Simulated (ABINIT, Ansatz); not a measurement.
# BaZrO3 (Pm-3m): zone-centre phonons

Aim: the zone-centre modes of BaZrO3 (Pm-3m).

Calculated with ABINIT 10.8.3; DFT LDA, scalar-relativistic, plane waves, PseudoDojo norm-conserving pseudopotentials.

The experiments to compare with:

For BaZrO3, cubic perovskite (solid-state synthesised powder, 300 K), “EXAFS study of lead-free relaxor ferroelectric BaTi(1-x)Zr(x)O3 at the Zr K-edge” (2006, arxiv:cond-mat/0602127) gives, by X-ray diffraction: lattice constant a (cubic cell parameter) 4.192 ± 0.001 Å.

For BaZrO3, cubic perovskite (ceramic, earlier study, 300 K), “Broadband dielectric spectroscopy of Ba(Zr,Ti)O3: dynamics of relaxors and diffuse ferroelectrics” (2013, arxiv:1312.3131) quotes earlier work: static dielectric constant (static permittivity) about 36 [polycrystalline ceramic; value quoted from the authors' earlier paper].

### 1. Starting point

Symmetry: Pm-3m, No. 221, cubic system. The conventional cell has a = 4.146 Å, b = 4.146 Å, c = 4.146 Å, α = 90.00°, β = 90.00°, γ = 90.00°. Ba has 12 O at 2.93 Å nearest. Nearest to Zr lie 6 O at 2.07 Å. O has 2 Zr at 2.07 Å and 4 Ba at 2.93 Å nearest. Farther neighbours and most contacts between anions are not listed.

### 2. Relaxing the cell and atoms

The harmonic expansion needs vanishing forces, and a free crystal bears no stress, so cell and atoms are brought to rest. Stress is more sensitive to the basis than forces are: the last 3 Ha under the cutoff are smoothed with ecutsm, and the cutoff is raised above that of the later runs.

The starting cell comes from a relaxation made beforehand in Ansatz (LDA, PseudoDojo NC).

File relax.abi:

```
# relaxation
ionmov 2
optcell 2
dilatmx 1.08
ntime 40
tolmxf 1.0d-05
tolvrs 1.0d-14
prtwf 0
prtden 0
chksymtnons 0

# basis, mesh and filling
ecut 44.0
ecutsm 3.0
ngkpt 6 6 6
nshiftk 1
shiftk 0.0 0.0 0.0
istwfk *1
occopt 1
nband 20
nstep 100
diemac 9.0
prtebands 0
prtgsr 0
useylm 1

# cell and atoms
acell 3*1.0 Angstrom
rprim 
    4.145683835 0.0 0.0
    0.0 4.145683835 0.0
    0.0 0.0 4.145683835
ntypat 3
znucl 56 40 8
natom 5
typat 1 2 3 3 3
xred 
    0.0 0.0 0.0
    0.5 0.5 0.5
    0.5 0.5 0.0
    0.5 0.0 0.5
    0.0 0.5 0.5
pp_dirpath "./pseudo"
pseudos "Ba.upf, Zr.upf, O.upf"
```

Command:

```bash
> OMP_NUM_THREADS=1 mpirun -n 4 abinit relax.abi > relax.log
```

Numbers of over 12 decimals in the logs are rounded to 6 here.

relax.abo, the main output file:

```text
[banners, grids, parts of the stress and lines that vanish by symmetry left out]
- input  file    -> relax.abi
- output file    -> relax.abo
- root for input  files -> relaxi
[...]
Symmetries : space group Pm -3 m (#221); Bravais cP (primitive cubic)
[...]
mpw =        8490          nfft =      157464          nkpt =          20
[...]
== DATASET  1 ==================================================================
[...]
cutoff_energies: {ecut:  44.0, pawecutdg:  -1.0, }
[...]
ETOT  1  -128.31082202342    -1.283E+02 1.796E-01 1.138E+03
 ETOT  2  -128.56359787309    -2.528E-01 2.269E-02 8.479E+02
 ETOT  3  -128.73014361592    -1.665E-01 5.601E-03 1.937E+02
 ETOT  4  -128.76289449409    -3.275E-02 3.789E-04 6.082E+00
 ETOT  5  -128.76377583358    -8.813E-04 3.776E-05 7.287E-01
[...]
At SCF step   17       vres2   =  1.45E-15 < tolvrs=  1.00E-14 =>converged.
[...]
sigma(1 1)= -1.73759165E-05  sigma(3 2)=  0.00000000E+00
  sigma(2 2)= -1.73759165E-05  sigma(3 1)=  0.00000000E+00
  sigma(3 3)= -1.73759165E-05  sigma(2 1)=  0.00000000E+00
[...]
convergence: {deltae: -3.837E-12, res2:  1.453E-15, residm:  1.244E-16, diffor: null, }
etotal    :  -1.28763889E+02
[...]
ETOT  1  -128.76380871571    -1.288E+02 2.098E-09 1.036E+00
[...]
At SCF step   13       vres2   =  1.36E-15 < tolvrs=  1.00E-14 =>converged.
[...]
sigma(1 1)= -7.99157827E-06  sigma(3 2)=  0.00000000E+00
  sigma(2 2)= -7.99157827E-06  sigma(3 1)=  0.00000000E+00
  sigma(3 3)= -7.99157827E-06  sigma(2 1)=  0.00000000E+00
[...]
convergence: {deltae:  2.871E-12, res2:  1.361E-15, residm:  6.786E-19, diffor: null, }
etotal    :  -1.28763899E+02
[...]
ETOT  1  -128.76383575442    -1.288E+02 1.482E-09 7.541E-01
[...]
ETOT 12  -128.76390152007     2.757E-12 8.755E-18 5.155E-14
 ETOT 13  -128.76390152007    -6.168E-12 3.275E-19 9.890E-16
 At SCF step   13       vres2   =  9.89E-16 < tolvrs=  1.00E-14 =>converged.
[...]
sigma(1 1)= -3.15703835E-08  sigma(3 2)=  0.00000000E+00
  sigma(2 2)= -3.15703835E-08  sigma(3 1)=  0.00000000E+00
  sigma(3 3)= -3.15703835E-08  sigma(2 1)=  0.00000000E+00
[...]
convergence: {deltae: -6.168E-12, res2:  9.890E-16, residm:  3.275E-19, diffor: null, }
etotal    :  -1.28763902E+02
[...]
At Broyd/MD step   3, gradients are converged :
[...]
sigma(1 1)= -3.15703835E-08  sigma(3 2)=  0.00000000E+00
  sigma(2 2)= -3.15703835E-08  sigma(3 1)=  0.00000000E+00
  sigma(3 3)= -3.15703835E-08  sigma(2 1)=  0.00000000E+00
[...]
- sigma(1 1)= -9.28832751E-04  sigma(3 2)=  0.00000000E+00
- sigma(2 2)= -9.28832751E-04  sigma(3 1)=  0.00000000E+00
- sigma(3 3)= -9.28832751E-04  sigma(2 1)=  0.00000000E+00
[...]
fcart     -0.0000000000E+00 -0.0000000000E+00 -0.0000000000E+00
           strten     -3.1570383533E-08 -3.1570383524E-08 -3.1570383528E-08
================================================================================

[key lines of the parts left out:]
pressure_GPa:   9.2883E-04
Total energy (etotal) [Ha]= -1.28763901520075E+02
```

Run time: 2.2 min. Hardware: 4 MPI ranks of Arm Neoverse V1, shared host.

Little changed from the start: no atom moved by 0.005 Å and no cell edge by 0.1 %.

Read from the output:

```
volume per atom : 14.29 Å³
pressure        : 9.29e-4 GPa
```

The volume changes by +0.3 % from the cell with which this run began.

### 3. Self-consistent run for the response

The response is built on these wavefunctions, so the potential is converged far more tightly than an energy would need. The mesh is shifted off Γ, since shifted meshes converge sums over the zone faster.

File gs.abi:

```
# ground state
tolvrs 1.0d-16
prtden 1
prtwf 1

# basis, mesh and filling
ecut 36.0
ngkpt 6 6 6
nshiftk 1
shiftk 0.5 0.5 0.5
istwfk *1
occopt 1
nband 20
nstep 100
diemac 9.0
prtebands 0
prtgsr 0
useylm 1

# cell and atoms
acell 3*1.0 Angstrom
rprim 
    4.149690551 0.0 0.0
    0.0 4.149690551 0.0
    0.0 0.0 4.149690551
ntypat 3
znucl 56 40 8
natom 5
typat 1 2 3 3 3
xred 
    0.0 0.0 0.0
    0.5 0.5 0.5
    0.5 0.5 0.0
    0.5 0.0 0.5
    0.0 0.5 0.5
pp_dirpath "./pseudo"
pseudos "Ba.upf, Zr.upf, O.upf"
```

Command:

```bash
> OMP_NUM_THREADS=1 mpirun -n 4 abinit gs.abi > gs.log
```

gs.abo, the main output file:

```text
[banners, grids, parts of the stress and lines that vanish by symmetry left out]
- input  file    -> gs.abi
- output file    -> gs.abo
- root for input  files -> gsi
[...]
Symmetries : space group Pm -3 m (#221); Bravais cP (primitive cubic)
[...]
mpw =        4984          nfft =       91125          nkpt =          10
[...]
== DATASET  1 ==================================================================
[...]
cutoff_energies: {ecut:  36.0, pawecutdg:  -1.0, }
[...]
ETOT  1  -128.36721457124    -1.284E+02 1.773E-01 7.521E+02
 ETOT  2  -128.47534687809    -1.081E-01 1.759E-02 7.314E+02
 ETOT  3  -128.72889717553    -2.536E-01 5.565E-03 1.091E+02
 ETOT  4  -128.76191301639    -3.302E-02 2.587E-04 3.461E+00
 ETOT  5  -128.76160999439     3.030E-04 2.482E-05 4.232E+00
[...]
ETOT 19  -128.76287273560     3.467E-12 1.072E-20 1.002E-16
 ETOT 20  -128.76287273560    -7.105E-13 1.247E-21 6.823E-18
 At SCF step   20       vres2   =  6.82E-18 < tolvrs=  1.00E-16 =>converged.
[...]
sigma(1 1)=  2.66678821E-05  sigma(3 2)=  0.00000000E+00
  sigma(2 2)=  2.66678821E-05  sigma(3 1)=  0.00000000E+00
  sigma(3 3)=  2.66678821E-05  sigma(2 1)=  0.00000000E+00
[...]
convergence: {deltae: -7.105E-13, res2:  6.823E-18, residm:  1.247E-21, diffor: null, }
etotal    :  -1.28762873E+02
[...]
sigma(1 1)=  2.66678821E-05  sigma(3 2)=  0.00000000E+00
  sigma(2 2)=  2.66678821E-05  sigma(3 1)=  0.00000000E+00
  sigma(3 3)=  2.66678821E-05  sigma(2 1)=  0.00000000E+00
[...]
- sigma(1 1)=  7.84596179E-01  sigma(3 2)=  0.00000000E+00
- sigma(2 2)=  7.84596179E-01  sigma(3 1)=  0.00000000E+00
- sigma(3 3)=  7.84596179E-01  sigma(2 1)=  0.00000000E+00
[...]
fcart     -0.0000000000E+00 -0.0000000000E+00 -0.0000000000E+00
           strten      2.6667882075E-05  2.6667882075E-05  2.6667882075E-05
================================================================================

[key lines of the parts left out:]
pressure_GPa:  -7.8460E-01
```

Run time: 26 s. Hardware: 4 MPI ranks.

This step gave:

| Quantity | Value |
| --- | --- |
| pressure | -0.7846 GPa |

The cell stands at -0.78 GPa: the relaxation ran with a smoothed and higher cutoff and on another k mesh.

### 4. The gap at rest

Empty bands on the ground state's density check that the gap assumed so far is there in this cell.

File gap.abi:

```
# empty bands on the ground state's density
iscf -2
getden_filepath "gso_DEN"
tolwfr 1.0d-12
nbdbuf 2
prtwf 0

# basis, mesh and filling
ecut 36.0
ngkpt 6 6 6
nshiftk 1
shiftk 0.0 0.0 0.0
istwfk *1
occopt 1
nband 24
nstep 100
diemac 9.0
prtebands 0
prtgsr 0
useylm 1

# cell and atoms
acell 3*1.0 Angstrom
rprim 
    4.149690551 0.0 0.0
    0.0 4.149690551 0.0
    0.0 0.0 4.149690551
ntypat 3
znucl 56 40 8
natom 5
typat 1 2 3 3 3
xred 
    0.0 0.0 0.0
    0.5 0.5 0.5
    0.5 0.5 0.0
    0.5 0.0 0.5
    0.0 0.5 0.5
pp_dirpath "./pseudo"
pseudos "Ba.upf, Zr.upf, O.upf"
```

Command:

```bash
> OMP_NUM_THREADS=1 mpirun -n 4 abinit gap.abi > gap.log
```

gap.abo, the main output file:

```text
[banners, grids, parts of the stress and lines that vanish by symmetry left out]
- input  file    -> gap.abi
- output file    -> gap.abo
- root for input  files -> gapi
[...]
Symmetries : space group Pm -3 m (#221); Bravais cP (primitive cubic)
[...]
mpw =        5017          nfft =       91125          nkpt =          20
[...]
== DATASET  1 ==================================================================
[...]
cutoff_energies: {ecut:  36.0, pawecutdg:  -1.0, }
[...]
-outvars: echo values of variables after computation
            acell      1.8897261259E+00  1.8897261259E+00  1.8897261259E+00 Bohr
================================================================================
```

Wall time 24 s (4 MPI ranks).

Read from the output:

```
gap on the k-mesh : 3.174 eV
```

In this cell the gap on the mesh is 3.2 eV, indirect (smallest direct 3.3 eV), so fixed occupations hold.

### 5. Zone-centre response

The derivative of the wavefunctions by k comes first, since the response to a field is built on it; then the field and the displacements that symmetry doesn't supply are solved at q = 0.

It reads the wavefunctions written in step 3.

File dfpt_gamma.abi:

```
ndtset 2

# common to the responses
getwfk_filepath "gso_WFK"
kptopt 2
nqpt 1
qpt 0.0 0.0 0.0
asr 0
chneut 0

# d/dk
rfelfd1 2
rfdir1 1 1 1
iscf1 -3
tolwfr1 1.0d-20

# displacements, field
rfphon2 1
rfatpol2 1 5
rfdir2 1 1 1
rfelfd2 3
getddk2 1
tolvrs2 1.0d-10
prtwf2 0

# basis, mesh and filling
ecut 36.0
ngkpt 6 6 6
nshiftk 1
shiftk 0.5 0.5 0.5
istwfk *1
occopt 1
nband 20
nstep 100
diemac 9.0
prtebands 0
prtgsr 0
useylm 1

# cell and atoms
acell 3*1.0 Angstrom
rprim 
    4.149690551 0.0 0.0
    0.0 4.149690551 0.0
    0.0 0.0 4.149690551
ntypat 3
znucl 56 40 8
natom 5
typat 1 2 3 3 3
xred 
    0.0 0.0 0.0
    0.5 0.5 0.5
    0.5 0.5 0.0
    0.5 0.0 0.5
    0.0 0.5 0.5
pp_dirpath "./pseudo"
pseudos "Ba.upf, Zr.upf, O.upf"
```

Command:

```bash
> OMP_NUM_THREADS=1 mpirun -n 4 abinit dfpt_gamma.abi > dfpt_gamma.log
```

dfpt_gamma.abo, the main output file:

```text
[banners, grids, parts of the stress and lines that vanish by symmetry left out]
- input  file    -> dfpt_gamma.abi
- output file    -> dfpt_gamma.abo
- root for input  files -> dfpt_gammai
[...]
DATASET    1 : space group Pm -3 m (#221); Bravais cP (primitive cubic)
[...]
nfft =       91125          nkpt =         108
[...]
DATASET    2 : space group Pm -3 m (#221); Bravais cP (primitive cubic)
[...]
nfft =       91125          nkpt =         108
[...]
== DATASET  1 ==================================================================
[...]
cutoff_energies: {ecut:  36.0, pawecutdg:  -1.0, }
[...]
-  8.00000   6.00000  201201                  znucl, zion, pspdat
[...]
Perturbation : derivative vs k along direction   1
[...]
-ETOT  1  -26.491140003378     -2.649E+01 2.902E-01 0.000E+00
 ETOT  2  -26.661658439150     -1.705E-01 6.408E-03 0.000E+00
 ETOT  3  -26.667235748915     -5.577E-03 3.441E-04 0.000E+00
 ETOT  4  -26.667511080314     -2.753E-04 2.011E-05 0.000E+00
 ETOT  5  -26.667527745839     -1.667E-05 2.099E-06 0.000E+00
[...]
At SCF step   20   max residual=  9.97E-21 < tolwfr=  1.00E-20 =>converged.
[...]
Perturbation : derivative vs k along direction   2
[...]
-ETOT  1  -26.490086242246     -2.649E+01 2.902E-01 0.000E+00
[...]
At SCF step   20   max residual=  9.97E-21 < tolwfr=  1.00E-20 =>converged.
[...]
Perturbation : derivative vs k along direction   3
[...]
-ETOT  1  -26.491139925274     -2.649E+01 2.902E-01 0.000E+00
[...]
At SCF step   20   max residual=  9.97E-21 < tolwfr=  1.00E-20 =>converged.
[...]
1        1       0.7882237834    0.0000000000
     1        2       0.0000000000    0.0000000000
     1        3       0.0000000000    0.0000000000
     2        1       0.0000000000    0.0000000000
     2        2       0.7882237834   -0.0000000000
     2        3       0.0000000000    0.0000000000
     3        1       0.0000000000    0.0000000000
     3        2       0.0000000000    0.0000000000
     3        3       0.7882237834   -0.0000000000
[...]
== DATASET  2 ==================================================================
[...]
cutoff_energies: {ecut:  36.0, pawecutdg:  -1.0, }
[...]
Perturbation : displacement of atom   1   along direction   1
[...]
-ETOT  1   2.895564     -7.971E+02 1.759E+00 1.588E+03
[...]
At SCF step    9       vres2   =  5.74E-11 < tolvrs=  1.00E-10 =>converged.
[...]
Perturbation : displacement of atom   2   along direction   1
[...]
-ETOT  1   9.400960     -2.661E+03 1.218E+01 1.217E+03
[...]
At SCF step   13       vres2   =  1.36E-12 < tolvrs=  1.00E-10 =>converged.
[...]
Perturbation : displacement of atom   3   along direction   1
[...]
-ETOT  1   7.071011     -3.678E+03 1.395E+00 6.976E+03
[...]
At SCF step   12       vres2   =  3.55E-11 < tolvrs=  1.00E-10 =>converged.
[...]
Perturbation : displacement of atom   3   along direction   3
[...]
-ETOT  1   18.473560760060     -3.763E+03 3.921E+00 1.280E+04
[...]
At SCF step   12       vres2   =  4.25E-12 < tolvrs=  1.00E-10 =>converged.
[...]
Perturbation : homogeneous electric field along direction   1
[...]
-ETOT  1  -91.732876330024     -9.173E+01 1.078E+00 6.443E+03
[...]
ETOT 10  -95.734228109430     -1.570E-10 4.778E-11 1.238E-09
 ETOT 11  -95.734228109442     -1.178E-11 2.375E-12 4.453E-11
 At SCF step   11       vres2   =  4.45E-11 < tolvrs=  1.00E-10 =>converged.
[...]
Dielectric tensor, in cartesian coordinates,
[...]
1    7   1    7         4.8859998578        -0.0000000000
   1    7   2    7        -0.0000000000        -0.0000000000
   1    7   3    7        -0.0000000000        -0.0000000000
   2    7   1    7        -0.0000000000        -0.0000000000
   2    7   2    7         4.8859998578        -0.0000000000
   2    7   3    7        -0.0000000000        -0.0000000000
   3    7   1    7        -0.0000000000        -0.0000000000
   3    7   2    7        -0.0000000000        -0.0000000000
   3    7   3    7         4.8859998578        -0.0000000000
  Effective charges, in cartesian coordinates,
[...]
1    1   1    7         2.7354113578         0.0000000000
   2    1   1    7         0.0000000000         0.0000000000
   3    1   1    7         0.0000000000         0.0000000000
   1    2   1    7         6.1065741530         0.0000000000
   2    2   1    7         0.0000000000         0.0000000000
[...]
Effective charges, in cartesian coordinates,
[...]
2    7   1    5         0.0000000000         0.0000000000
   3    7   1    5         0.0000000000         0.0000000000
   1    7   2    5         0.0000000000         0.0000000000
   2    7   2    5        -2.0239230863         0.0000000000
   3    7   2    5         0.0000000000         0.0000000000
   1    7   3    5         0.0000000000         0.0000000000
   2    7   3    5         0.0000000000         0.0000000000
   3    7   3    5        -2.0239230863         0.0000000000
  Phonon wavevector (reduced coordinates) :  0.00000  0.00000  0.00000
 Phonon energies in Hartree :
[...]
Phonon frequencies in cm-1    :
-  1.275485E+00  1.275485E+00  1.275485E+00  9.806277E+01  9.806277E+01
-  9.806277E+01  1.745548E+02  1.745548E+02  1.745548E+02  1.957332E+02
-  1.957332E+02  1.957332E+02  5.249443E+02  5.249443E+02  5.249443E+02
  Phonon at Gamma, with non-analyticity in the
[...]
Phonon energies in Hartree :
[...]
Phonon frequencies in cm-1    :
-  1.275485E+00  1.275485E+00  1.277922E+00  9.806277E+01  9.806277E+01
-  1.377925E+02  1.745548E+02  1.745548E+02  1.745548E+02  1.957332E+02
-  1.957332E+02  3.665804E+02  5.249443E+02  5.249443E+02  7.137096E+02
  Phonon at Gamma, with non-analyticity in the
[...]
Phonon energies in Hartree :
[...]
Phonon frequencies in cm-1    :
-  1.275485E+00  1.275485E+00  1.277921E+00  9.806277E+01  9.806277E+01
-  1.377925E+02  1.745548E+02  1.745548E+02  1.745548E+02  1.957332E+02
-  1.957332E+02  3.665804E+02  5.249443E+02  5.249443E+02  7.137096E+02
  Phonon at Gamma, with non-analyticity in the
[...]
Phonon energies in Hartree :
[...]
Phonon frequencies in cm-1    :
-  1.275485E+00  1.275485E+00  1.277921E+00  9.806277E+01  9.806277E+01
-  1.377925E+02  1.745548E+02  1.745548E+02  1.745548E+02  1.957332E+02
-  1.957332E+02  3.665804E+02  5.249443E+02  5.249443E+02  7.137096E+02
[...]
fcart2     0.0000000000E+00  0.0000000000E+00  0.0000000000E+00
           strten2     0.0000000000E+00  0.0000000000E+00  0.0000000000E+00
================================================================================
```

It took 11 min on 4 MPI ranks; 46 min of CPU time.

Numbers from this step:

```yaml
miss_of_the_charge_sum_rule: 0.007841 e
largest_acoustic_frequency_at_the_zone_centre_before_the_sum_rule: 1.28 cm⁻¹
highest_optical_zone_centre_mode_no_lo_to_term: 524.9 cm⁻¹
lowest_optical_zone_centre_mode: 98.06 cm⁻¹
mean_high_frequency_dielectric_constant: 4.886
largest_born_charge_in_size_third_of_the_trace: 6.107 e
```

Born charge (rows field, columns displacement), before the sum rule (e), principal values of the symmetric part by kind of site:

| atom | atoms with these values | low | middle | high | mean |
| --- | --- | --- | --- | --- | --- |
| Ba1 | 1 | 2.74 | 2.74 | 2.74 | 2.74 |
| Zr2 | 1 | 6.11 | 6.11 | 6.11 | 6.11 |
| O3 | 3 | -4.79 | -2.02 | -2.02 | -2.94 |

In full for Ba1:

```
2.74 0.00 0.00
0.00 2.74 0.00
0.00 0.00 2.74
```

High-frequency dielectric tensor:

```
4.89 0.00 0.00
0.00 4.89 0.00
0.00 0.00 4.89
```

The acoustic modes at Γ come out as far as 1.3 cm⁻¹ from zero, where they should vanish, a small numerical error; the Born charges miss their sum rule by 0.0078 e, which is good.

(Part 1 of 2 ends here.)

[Host names and launcher messages were left out of these logs when they were recorded.]

[Logs are printed without paths, hosts, clocks, repeated set-up lines and the standing remarks that a program may print on its own settings, such as how far it seeks lower states.]

[Hosts, paths, dates, database ids (printed as entryN), source tags and the programs' standing remarks are cut or masked in the printed files.]
